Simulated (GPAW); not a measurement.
**Zr2NS2 MXene monolayer in an electric field**

Aim: the dipole that a field along the normal induces in Zr2NS2 MXene monolayer.

Main program and level: GPAW 26.7.0; GPAW, PAW setups; layer in a repeated cell with vacuum, relaxation of atoms and in-plane cell, in the first sound run; inputs show where later runs differ.

**1. Set-up**

The cell holds 5 atoms: 2 S, 2 Zr and 1 N. Cell: a = 3.217 Å, b = 3.217 Å, c = 22.248 Å, α = 90.0°, β = 90.0°, γ = 120.0°. Vacuum lies along c.

**2. Relaxing the atoms**

Forces are removed first; all later runs use this geometry.

run.py

```python
import json
import numpy as np
from ase import Atoms
from ase.filters import FrechetCellFilter
from ase.optimize import BFGS
from gpaw import GPAW, PW

slab = Atoms(
    ['S', 'Zr', 'N', 'Zr', 'S'],
    positions=[
        [-0.00000, 1.85762, 8.00000],
        [1.60875, 0.92881, 9.85468],
        [0.00000, 0.00000, 11.12422],
        [-0.00000, 1.85762, 12.39376],
        [1.60875, 0.92881, 14.24845]],
    cell=[[3.2175, 0.0, 0.0], [-1.60875, 2.78644, 0.0], [0.0, 0.0, 22.2484]],
    pbc=[True, True, True])

slab.calc = GPAW(mode=PW(600), xc='PBE', kpts={'size': (12, 12, 1), 'gamma': True},
                 occupations={'name': 'fermi-dirac', 'width': 0.05}, nbands='160%',
                 convergence={'density': 1e-05}, maxiter=200,
                 symmetry={'tolerance': 1e-3}, txt='slab.txt')
result = {}
# The in-plane cell is free; stress needs a cell that repeats along all three vectors
path = []
opt = BFGS(FrechetCellFilter(slab, mask=[1, 1, 0, 0, 0, 1]), maxstep=0.2)
opt.attach(lambda: path.append((slab.get_potential_energy(), slab.positions.tolist(), slab.get_forces().tolist())))
result['relaxed'] = bool(opt.run(fmax=0.02, steps=45))
result['path'] = path
result['cell'] = slab.cell.tolist()
print('in-plane lattice', slab.cell.cellpar().round(4)[[0, 1, 5]])
energy = slab.get_potential_energy()
fermi = slab.calc.get_fermi_level()
v = slab.calc.get_electrostatic_potential().mean((0, 1)) - fermi
n = slab.calc.get_pseudo_density().mean((0, 1))
L = slab.cell[2, 2]
z = np.arange(len(v)) * L / len(v)
low, high = slab.positions[:, 2].min(), slab.positions[:, 2].max()
below, above = np.interp([low - 5.8, high + 5.8], z, v)
slopes = [np.interp(x, z, np.gradient(v, z)) for x in (low - 5.8, high + 5.8)]
eps = np.array([[slab.calc.get_eigenvalues(k, s) for k in range(len(slab.calc.get_ibz_k_points()))]
                for s in range(slab.calc.get_number_of_spins())]) - fermi
top, bottom = eps[eps < 0].max(), eps[eps > 0].min()
dipole = slab.get_dipole_moment()[2]
print(f'energy {energy:.4f} eV, Fermi level {fermi:.4f} eV, dipole {dipole:.5f} e A')
print(f'potential 5.8 A off the faces, from the Fermi level: lower {below:.4f} eV, upper {above:.4f} eV')
print(f'slope of the potential there: lower {slopes[0]:.5f}, upper {slopes[1]:.5f} eV/A')
print(f'nearest levels on the mesh: {top:.4f} and {bottom:.4f} eV')
print('magnetic moment', round(slab.get_magnetic_moment(), 3))
result.update(energy=energy, fermi=fermi, dipole=dipole, below=below, above=above, slopes=slopes, edges=[top, bottom],
              z=z.tolist(), v=v.tolist(), n=n.tolist(), positions=slab.positions.tolist(),
              forces=slab.get_forces(apply_constraint=False).tolist(), moments=slab.get_magnetic_moments().tolist())
json.dump(result, open('result.json', 'w'))
```

Run with:

```sh
$ OMP_NUM_THREADS=1 OPENBLAS_NUM_THREADS=1 python run.py
```

Log:

```text
Step          Energy          fmax
BFGS:    0      -38.074750        2.217608
BFGS:    1      -38.325815        1.543771
BFGS:    2      -38.653616        2.294323
BFGS:    3      -38.780801        1.020133
BFGS:    4      -38.856911        0.819195
BFGS:    5      -39.085459        0.576154
BFGS:    6      -39.109354        0.442790
BFGS:    7      -39.126434        0.243472
BFGS:    8      -39.136968        0.229520
BFGS:    9      -39.139829        0.130127
BFGS:   10      -39.138201        0.028352
BFGS:   11      -39.137342        0.004108
in-plane lattice [  3.4145   3.4145 120.    ]
energy -39.1296 eV, Fermi level -0.3802 eV, dipole 0.00072 e A
potential 5.8 A off the faces, from the Fermi level: lower 5.7701 eV, upper 5.7673 eV
slope of the potential there: lower 0.00038, upper 0.00076 eV/A
nearest levels on the mesh: -0.0214 and 0.0160 eV
magnetic moment 0.0
```

The job ended after 17 min (1 thread of Arm Neoverse V1, shared host; peak memory 0.67 GiB).

This step gave:

```
dipole along the normal                    : 7.21e-4 e·Å
levels nearest the Fermi level on the mesh : -0.02138, 0.01601 eV from the Fermi level
```

The electrostatic potential energy of an electron (without an applied field's), less the Fermi level, planar mean oscillates, so the rows of the table below give means over windows of 1.77 Å about each position, cut where the curve ends. Its maxima inside the range that stand out by 2 % of the span (Å: eV): 8.9: -5.30, 10.7: -6.32, 11.6: -6.32, 13.3: -5.31. Its minima: 8.3: -15.5, 9.8: -20.2, 11.1: -11.2, 12.4: -20.2, 13.9: -15.5.

Electrostatic potential energy of an electron (without an applied field's), less the Fermi level, planar mean against z; means over each step:

| z (Å) | electrostatic potential energy of an electron (without an applied field's), less the Fermi level, planar mean (eV) |
| --- | --- |
| 0.89 | 5.77 |
| 2.66 | 5.77 |
| 4.43 | 5.77 |
| 6.20 | 5.59 |
| 7.97 | -5.55 |
| 9.74 | -12.6 |
| 11.51 | -10.5 |
| 13.28 | -11.8 |
| 15.05 | 1.66 |
| 16.82 | 5.75 |
| 18.59 | 5.77 |
| 20.36 | 5.77 |
| 22.13 | 5.77 |

The pseudo valence density, planar mean oscillates, so the rows of the table below give means over windows of 1 Å about each position, cut where the curve ends. Its maxima inside the range that stand out by 2 % of the span (Å: e/Å³): 8.7: 0.444, 9.9: 1.05, 11.1: 0.601, 12.4: 1.05, 13.6: 0.444. Its minima: 9.0: 0.411, 10.6: 0.472, 11.7: 0.472, 13.2: 0.411.

Table of pseudo valence density, planar mean by z; means over each step:

| z (Å) | pseudo valence density, planar mean (e/Å³) |
| --- | --- |
| 4 | 5.0e-6 |
| 5 | 1.1e-4 |
| 6 | 0.00287 |
| 7 | 0.0685 |
| 8 | 0.339 |
| 9 | 0.475 |
| 10 | 0.807 |
| 11 | 0.551 |
| 12 | 0.711 |
| 13 | 0.586 |
| 14 | 0.385 |
| 15 | 0.127 |
| 16 | 0.00650 |
| 17 | 2.6e-4 |
| 18 | 1.0e-5 |

The relaxation lowered the energy of the cell by 1.07 eV (energies extrapolated to zero smearing; the optimiser's log prints free energies). The largest force left on a free atom is 0.0041 eV/Å.

**3. The slab's potential**

With the geometry fixed, the planar mean of the potential gives the vacuum level on each side.

This step: GPAW, PAW setups; slab in vacuum (GPAW 26.7.0).

The cell differs from the one that the last finished run ended in (c 22.248 → 21.743 Å).

Changes to run.py since step 2:

```diff
@@ -3,4 +3,2 @@
 from ase import Atoms
-from ase.filters import FrechetCellFilter
-from ase.optimize import BFGS
 from gpaw import GPAW, PW
@@ -10,23 +8,16 @@
     positions=[
-        [-0.00000, 1.85762, 8.00000],
-        [1.60875, 0.92881, 9.85468],
-        [0.00000, 0.00000, 11.12422],
-        [-0.00000, 1.85762, 12.39376],
-        [1.60875, 0.92881, 14.24845]],
-    cell=[[3.2175, 0.0, 0.0], [-1.60875, 2.78644, 0.0], [0.0, 0.0, 22.2484]],
-    pbc=[True, True, True])
+        [-0.00000, 1.97138, 8.00000],
+        [1.70727, 0.98569, 9.57806],
+        [0.00000, 0.00000, 10.87164],
+        [-0.00000, 1.97138, 12.16521],
+        [1.70727, 0.98569, 13.74328]],
+    cell=[[3.41454, -0.0, 0.0], [-1.70727, 2.95708, 0.0], [0.0, 0.0, 21.7433]],
+    pbc=[True, True, False])
 
-slab.calc = GPAW(mode=PW(600), xc='PBE', kpts={'size': (12, 12, 1), 'gamma': True},
+slab.calc = GPAW(mode=PW(500), xc='PBE', kpts={'size': (12, 12, 1), 'gamma': True},
                  occupations={'name': 'fermi-dirac', 'width': 0.05}, nbands='160%',
                  convergence={'density': 1e-05}, maxiter=200,
+                 poissonsolver={'dipolelayer': 'xy'},
                  symmetry={'tolerance': 1e-3}, txt='slab.txt')
 result = {}
-# The in-plane cell is free; stress needs a cell that repeats along all three vectors
-path = []
-opt = BFGS(FrechetCellFilter(slab, mask=[1, 1, 0, 0, 0, 1]), maxstep=0.2)
-opt.attach(lambda: path.append((slab.get_potential_energy(), slab.positions.tolist(), slab.get_forces().tolist())))
-result['relaxed'] = bool(opt.run(fmax=0.02, steps=45))
-result['path'] = path
-result['cell'] = slab.cell.tolist()
-print('in-plane lattice', slab.cell.cellpar().round(4)[[0, 1, 5]])
 energy = slab.get_potential_energy()
```

Log:

```text
energy -38.6808 eV, Fermi level -0.2547 eV, dipole -0.00039 e A
potential 5.8 A off the faces, from the Fermi level: lower 5.7671 eV, upper 5.7742 eV
slope of the potential there: lower -0.00034, upper 0.00034 eV/A
nearest levels on the mesh: -0.0238 and 0.0170 eV
magnetic moment 0.0
```

Run time: 85 s. Hardware: 1 thread; peak memory 0.27 GiB.

Numbers from this step:

| Quantity | Value |
| --- | --- |
| dipole along the normal | -3.88e-4 e·Å |
| levels nearest the Fermi level on the mesh | -0.02381, 0.01697 eV from the Fermi level |
| upper work function | 5.774 eV |
| lower work function | 5.767 eV |

Electrostatic potential energy of an electron (without an applied field's), less the Fermi level, planar mean against z:

z (Å), electrostatic potential energy of an electron (without an applied field's), less the Fermi level, planar mean (eV) and a bar from the least value:
```
      0.0        5.8 ##############################
      0.5        5.8 ##############################
      1.0        5.8 ##############################
      1.5        5.8 ##############################
      2.0        5.8 ##############################
      2.5        5.8 ##############################
      3.0        5.8 ##############################
      3.5        5.8 ##############################
      4.0        5.8 ##############################
      4.5        5.8 ##############################
      5.0        5.8 ##############################
      5.5        5.8 ##############################
      6.0        5.7 ##############################
      6.5        5.4 ##############################
      7.0        3.9 ############################
      7.5       -2.8 ####################
      8.0      -15.4 #####
      8.5       -6.5 ################
      9.0       -9.0 #############
      9.5      -19.9 
     10.0      -12.9 ########
     10.5       -6.6 ################
     11.0      -10.0 ############
     11.5       -7.8 ##############
     12.0      -18.7 #
     12.5      -15.0 ######
     13.0       -5.5 #################
     13.5      -11.8 #########
     14.0       -9.9 ############
     14.5        1.8 #########################
     15.0        5.0 #############################
     15.5        5.6 ##############################
     16.0        5.7 ##############################
     16.5        5.8 ##############################
     17.0        5.8 ##############################
     17.5        5.8 ##############################
     18.0        5.8 ##############################
     18.5        5.8 ##############################
     19.0        5.8 ##############################
     19.5        5.8 ##############################
     20.0        5.8 ##############################
     20.5        5.8 ##############################
     21.0        5.8 ##############################
     21.5        5.8 ##############################
```

The pseudo valence density, planar mean oscillates, so the rows of the table below give means over windows of 0.5 Å about each position, cut where the curve ends. Its maxima inside the range that stand out by 2 % of the span (Å: e/Å³): 8.33: 0.445, 9.60: 1.06, 10.87: 0.598, 12.14: 1.06, 13.41: 0.445. Its minima: 8.70: 0.412, 10.33: 0.471, 11.42: 0.471, 13.05: 0.412.

Table of pseudo valence density, planar mean by z; means over each step:

z (Å), pseudo valence density, planar mean (e/Å³) and a bar:
```
      4.5       0.00 
      5.0       0.00 
      5.5       0.00 
      6.0       0.00 
      6.5       0.02 #
      7.0       0.11 ###
      7.5       0.30 ##########
      8.0       0.38 ############
      8.5       0.43 ##############
      9.0       0.52 ################
      9.5       0.95 ##############################
     10.0       0.67 #####################
     10.5       0.53 #################
     11.0       0.57 ##################
     11.5       0.52 ################
     12.0       0.90 ############################
     12.5       0.74 #######################
     13.0       0.43 ##############
     13.5       0.41 #############
     14.0       0.35 ###########
     14.5       0.20 ######
     15.0       0.05 ##
     15.5       0.01 
     16.0       0.00 
     16.5       0.00 
     17.0       0.00
```

The potential is flat to 3.4e-4 eV/Å where it is read, so the vacuum is wide enough.

**4. In a field**

A uniform field along the normal polarises the slab; the atoms stay fixed, so this is the electronic response alone.

Changes to run.py since step 3:

```diff
@@ -4,2 +4,3 @@
 from gpaw import GPAW, PW
+from gpaw.external import ConstantElectricField
 
@@ -20,2 +21,3 @@
                  poissonsolver={'dipolelayer': 'xy'},
+                 external=ConstantElectricField(-0.2, [0, 0, 1]),
                  symmetry={'tolerance': 1e-3}, txt='slab.txt')
```

Log:

```text
energy -38.6891 eV, Fermi level -0.2558 eV, dipole -0.08365 e A
potential 5.8 A off the faces, from the Fermi level: lower 5.0230 eV, upper 6.5221 eV
slope of the potential there: lower -0.00066, upper 0.00002 eV/A
nearest levels on the mesh: -0.0238 and 0.0170 eV
magnetic moment 0.0
```

Wall time 5.3 min (1 thread); peak memory 0.6 GiB.

Numbers from this step:

```
dipole along the normal                                         : -0.08365 e·Å
levels nearest the Fermi level on the mesh                      : -0.02383, 0.01699 eV from the Fermi level
potential below the slab, the applied field's own ramp left out : 5.023 eV from the Fermi level
potential above the slab, the applied field's own ramp left out : 6.522 eV from the Fermi level
```

The electrostatic potential energy of an electron (without an applied field's), less the Fermi level, planar mean oscillates, so the rows of the table below give means over windows of 1.72 Å about each position, cut where the curve ends. Its maxima inside the range that stand out by 2 % of the span (Å: eV): 8.7: -5.74, 10.4: -6.43, 11.3: -6.25, 13.0: -4.91, 20.8: 6.52. Its minima: 8.0: -16.0, 9.6: -20.5, 10.9: -11.3, 12.1: -20.0, 13.8: -14.9.

Table of electrostatic potential energy of an electron (without an applied field's), less the Fermi level, planar mean by z; means over each step:

| z (Å) | electrostatic potential energy of an electron (without an applied field's), less the Fermi level, planar mean (eV) |
| --- | --- |
| 0.86 | 5.11 |
| 2.58 | 5.02 |
| 4.30 | 5.02 |
| 6.02 | 4.81 |
| 7.74 | -6.45 |
| 9.46 | -13.0 |
| 11.18 | -9.78 |
| 12.90 | -11.6 |
| 14.62 | 0.520 |
| 16.34 | 6.49 |
| 18.06 | 6.52 |
| 19.78 | 6.52 |
| 21.50 | 6.44 |

Force by atom:

| atom | x (eV/Å) | y (eV/Å) | z (eV/Å) | size |
| --- | --- | --- | --- | --- |
| S1 | 0.0000 | 0.0000 | 0.0172 | 0.0172 |
| Zr2 | -0.0001 | 0.0001 | -0.0586 | 0.0586 |
| N3 | 0.0000 | 0.0000 | 0.0220 | 0.0220 |
| Zr4 | 0.0001 | 0.0000 | -0.0072 | 0.0072 |
| S5 | 0.0000 | 0.0000 | 0.0278 | 0.0278 |

The dipole is now -0.0837 e Å, against -3.9e-4 in the run without a field.

**5. In a field**

Changes to run.py since step 4:

```diff
@@ -21,3 +21,3 @@
                  poissonsolver={'dipolelayer': 'xy'},
-                 external=ConstantElectricField(-0.2, [0, 0, 1]),
+                 external=ConstantElectricField(-0.1, [0, 0, 1]),
                  symmetry={'tolerance': 1e-3}, txt='slab.txt')
```

Log:

```text
energy -38.6829 eV, Fermi level -0.2550 eV, dipole -0.04184 e A
potential 5.8 A off the faces, from the Fermi level: lower 5.3962 eV, upper 6.1460 eV
slope of the potential there: lower -0.00050, upper 0.00018 eV/A
nearest levels on the mesh: -0.0238 and 0.0170 eV
magnetic moment 0.0
```

The job ended after 5 min (1 thread; peak memory 0.6 GiB).

This step gave:

```
dipole along the normal                                         : -0.04184 e·Å
levels nearest the Fermi level on the mesh                      : -0.02381, 0.01697 eV from the Fermi level
potential below the slab, the applied field's own ramp left out : 5.396 eV from the Fermi level
potential above the slab, the applied field's own ramp left out : 6.146 eV from the Fermi level
```

The electrostatic potential energy of an electron (without an applied field's), less the Fermi level, planar mean oscillates, so the rows of the table below give means over windows of 1.72 Å about each position, cut where the curve ends. Its maxima inside the range that stand out by 2 % of the span (Å: eV): 8.7: -5.53, 10.4: -6.38, 11.3: -6.30, 13.0: -5.11. Its minima: 8.0: -15.7, 9.6: -20.4, 10.9: -11.3, 12.1: -20.1, 13.8: -15.2.

Electrostatic potential energy of an electron (without an applied field's), less the Fermi level, planar mean against z; means over each step:

| z (Å) | electrostatic potential energy of an electron (without an applied field's), less the Fermi level, planar mean (eV) |
| --- | --- |
| 0.86 | 5.44 |
| 2.58 | 5.40 |
| 4.30 | 5.39 |
| 6.02 | 5.18 |
| 7.74 | -6.15 |
| 9.46 | -12.9 |
| 11.18 | -9.81 |
| 12.90 | -11.8 |
| 14.62 | 0.184 |
| 16.34 | 6.11 |
| 18.06 | 6.15 |
| 19.78 | 6.15 |
| 21.50 | 6.11 |

The dipole is now -0.0418 e Å, against -3.9e-4 in the run without a field.

**6. Field on**

Changes to run.py since step 5:

```diff
@@ -21,3 +21,3 @@
                  poissonsolver={'dipolelayer': 'xy'},
-                 external=ConstantElectricField(-0.1, [0, 0, 1]),
+                 external=ConstantElectricField(-0.05, [0, 0, 1]),
                  symmetry={'tolerance': 1e-3}, txt='slab.txt')
```

Log:

```text
energy -38.6813 eV, Fermi level -0.2547 eV, dipole -0.02092 e A
potential 5.8 A off the faces, from the Fermi level: lower 5.5833 eV, upper 5.9582 eV
slope of the potential there: lower -0.00042, upper 0.00026 eV/A
nearest levels on the mesh: -0.0238 and 0.0170 eV
magnetic moment 0.0
```

Wall time 5.3 min (1 thread); peak memory 0.6 GiB.

The electrostatic potential energy of an electron (without an applied field's), less the Fermi level, planar mean oscillates, so the rows of the table below give means over windows of 1.72 Å about each position, cut where the curve ends. Its maxima inside the range that stand out by 2 % of the span (Å: eV): 8.7: -5.42, 10.4: -6.36, 11.3: -6.32, 13.0: -5.22. Its minima: 8.0: -15.6, 9.6: -20.3, 10.9: -11.3, 12.1: -20.2, 13.8: -15.3.

The electrostatic potential energy of an electron (without an applied field's), less the Fermi level, planar mean by z; means over each step:

| z (Å) | electrostatic potential energy of an electron (without an applied field's), less the Fermi level, planar mean (eV) |
| --- | --- |
| 0.86 | 5.60 |
| 2.58 | 5.58 |
| 4.30 | 5.58 |
| 6.02 | 5.36 |
| 7.74 | -6.01 |
| 9.46 | -12.8 |
| 11.18 | -9.83 |
| 12.90 | -11.9 |
| 14.62 | 0.0156 |
| 16.34 | 5.93 |
| 18.06 | 5.96 |
| 19.78 | 5.96 |
| 21.50 | 5.94 |

**7. In a field**

Changes to run.py since step 6:

```diff
@@ -21,3 +21,3 @@
                  poissonsolver={'dipolelayer': 'xy'},
-                 external=ConstantElectricField(-0.05, [0, 0, 1]),
+                 external=ConstantElectricField(0.05, [0, 0, 1]),
                  symmetry={'tolerance': 1e-3}, txt='slab.txt')
```

Log:

```text
energy -38.6813 eV, Fermi level -0.2547 eV, dipole 0.02091 e A
potential 5.8 A off the faces, from the Fermi level: lower 5.9582 eV, upper 5.5834 eV
slope of the potential there: lower -0.00026, upper 0.00042 eV/A
nearest levels on the mesh: -0.0238 and 0.0170 eV
magnetic moment 0.0
```

Elapsed: 5.3 min, on 1 thread; peak memory 0.6 GiB.

[end of part 1 of 2]

[Logs are printed without paths, hosts, clocks, repeated set-up lines and the standing remarks that a program may print on its own settings, such as how far it seeks lower states.]

[Hosts, paths, dates, database ids (printed as entryN), source tags and the programs' standing remarks are cut or masked in the printed files.]
